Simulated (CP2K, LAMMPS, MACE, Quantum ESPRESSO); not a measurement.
# Pressure against volume in a static frame of amorphous poly(vinyl fluoride) (as short chains C16F7H27) from 300 K (100 atoms), QE, PBE+D3(BJ)

Density of this cell: 1.30 g/cm³. The cell holds 100 atoms: 32 C, 14 F and 54 H. Cell: a = 9.656 Å, b = 9.656 Å, c = 9.656 Å, α = 90.0°, β = 90.0°, γ = 90.0°. 2 poly(vinyl fluoride) chains of 7 units with methyl end groups placed at random, at 1.3 g/cm³; overlaps pushed apart, then 20 ps at 800 K with MMFF94 bonds, angles, torsions, charges and radii (Halgren, J. Comput. Chem. 17, 490 (1996)) in harmonic and 12-6 forms. Snapshot after 30 ps at 300 K and fixed volume. Then the atoms were relaxed with MACE MPA-0 medium in the fixed cell. Then the atoms were relaxed with CP2K double zeta, PBE+D3(BJ).

Calculated with Quantum ESPRESSO 7.5: PBE+D3(BJ); plane waves, 90/360 Ry; k-points Γ. The unchanged cell has V0 = 9.0022 Å³ an atom and P0 = -0.583 GPa. It is scaled evenly, and CP2K double zeta, PBE+D3(BJ) relaxes the atoms at each volume before the single point.

```
volume (Å³/atom)  pressure (GPa)
          8.4621           0.145
          8.7321          -0.037
          9.2723               ?
          9.5423         -0.8467
```

Task: Fit a second-order expansion in ln V to the rows given and interpolate to the withheld row.

Worked fit:

To second order in u = ln(V/V0), P = P0 − B u + ½ B B′ u², with B the bulk modulus at V0 and B′ its pressure derivative. So v = (P − P0)/u is a line in u, with intercept −B and slope ½ B B′.

```
         u   v (GPa)
-0.0618754  -11.7704
-0.0304592  -17.9355
 0.0582689  -4.52042
```

With n = 3: mean u = -0.0113552, mean v = -11.4088, Σ(u − ū)² = 0.0077648, Σ(u − ū)(v − v̄) = 0.62255. Slope b = 0.62255 / 0.0077648 = 80.177; intercept a = v̄ − b ū = -10.498.

So B = 10.5 GPa and B′ = 2b/B = 15. At the withheld volume u = 0.02956, v = a + b u = -8.128 GPa, and P = P0 + u v.

Prediction at 9.2723: -0.8236 GPa. The run gave -0.6237 GPa, so the fit is low by 0.20 GPa (32 % of the value).

B′ = 15 rests on three points, and the miss at the fourth puts it in doubt. Among the rows given, the largest miss of the fit is at 8.4621, by 0.23 GPa (23 % of the range of the table).

Limits: Static cells at zero temperature, with the cell shape held. The atoms follow CP2K double zeta, PBE+D3(BJ), not this level's own minimum.

[Logs are printed without paths, hosts, clocks, repeated set-up lines and the standing remarks that a program may print on its own settings, such as how far it seeks lower states.]

[Hosts, paths, dates, database ids (printed as entryN), source tags and the programs' standing remarks are cut or masked in the printed files.]

[The MMFF94 radii named for the starting cell were scaled by 0.96; in molecules described by MMFF94, hydrogen bound to N, O or S took a small fixed 12-6 site in their place.]
